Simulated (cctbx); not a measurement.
## What is wrong with this refinement?

Cell a = 6.3380 Å, b = 4.6520 Å, c = 8.5530 Å, α = 90.00°, β = 90.00°, γ = 90.00°; space group Pnma (no. 62). The compound is GaRhPb.

The data are simulated with cctbx, not measured: Mo Kα, λ = 0.71073 Å, to d = 0.7 Å, 70 % of the full sphere, strongest reflection 70000 counts, noise from counting, a 3 % proportional error and a noise floor of 15 counts (s.d.); no absorption, and some extinction, which the refinements don't model.

An anisotropic refinement with weights 1/σ² prints:

```text
Rint 0.025, 423 unique reflections to 0.70 A
cycle     R1     wR2    GooF  max shift (A)
   1  0.4752  0.7643  36.223   0.04635
   7  0.4538  0.7252  34.370   0.00029
final R1 0.4538 wR2 0.7252 GooF 34.370  parameters 12  data/parameter 35.2
atom        x        y        z      Ueq    occ   su(xyz)  su(Uiso or U11)
Pb1    0.22415  0.75000  0.39667  -0.0025  1.000  0.00107  0.0033  NPD
Ga1    0.96378  0.25000  0.30474   0.0140  1.000  0.00388  0.0083  NPD
difference map: max 257.58 min -45.97 rms 17.64
Q1    0.1567  0.7500  0.0699    4  280.12  2.76 A from Pb1
Q2    0.2256  0.7500  0.3979    4  257.32  0.01 A from Pb1
Q3    0.0602  0.7500  0.7058    4   95.04  0.18 A from Ga1
Q4    0.0396  0.2500  0.6466    4   42.11  1.71 A from Pb1
Q5    0.0344  0.2500  0.2100    4   38.49  0.93 A from Ga1
Q6    0.0743  0.2500  0.0453    4   35.01  1.80 A from Pb1
```

Q: Accept it or mend it, and why?

Mend it. The fault: an atom left out, Rh at (0.6575, 3/4, 0.4315). Against the right model at the same level, R1 goes from 0.0092 to 0.4538 and GooF from 1.00 to 34.37, U of Pb1 shrinks from 0.0083 to -0.0025 Å², the top difference peak, 280.1 e/Å³, lies 2.76 Å from Pb1 and Pb1 and Ga1 go non-positive-definite. Q1 is the missing atom. With scattering power missing, scale and phases suffer, so peaks may also grow on the heavy atoms.

The compound is GaRhPb. The right model at the same level gives:

```text
Rint 0.025, 423 unique reflections to 0.70 A
cycle     R1     wR2    GooF  max shift (A)
   1  0.0092  0.0210   1.003   0.00006
   2  0.0092  0.0209   0.999   0.00000
final R1 0.0092 wR2 0.0209 GooF 0.999  parameters 18  data/parameter 23.5
atom        x        y        z      Ueq    occ   su(xyz)  su(Uiso or U11)
Pb1    0.22512  0.75000  0.39779   0.0083  1.000  0.00002  0.0001
Rh1    0.65750  0.75000  0.43151   0.0091  1.000  0.00005  0.0001
Ga1    0.95658  0.25000  0.30532   0.0116  1.000  0.00007  0.0002
difference map: max 0.62 min -0.83 rms 0.21
Q1    0.0911  0.7500  0.0045    4    0.68  0.69 A from Rh1
Q2    0.2065  0.5735  0.1336    8    0.62  1.04 A from Rh1
Q3    0.2049  0.2500  0.8108    4    0.62  0.87 A from Pb1
Q4    0.0704  0.6270  0.3566    8    0.61  1.19 A from Pb1
Q5    0.0386  0.2500  0.9743    4    0.57  1.30 A from Rh1
Q6    0.2346  0.6446  0.0155    8    0.54  0.83 A from Rh1
```

The model was made for the exercise: a known structure type with other elements put in, its volume estimated, not relaxed; displacement parameters are assumed.

[Middle refinement cycles are left out of these outputs.]

[Logs are printed without paths, hosts, clocks, repeated set-up lines and the standing remarks that a program may print on its own settings, such as how far it seeks lower states.]
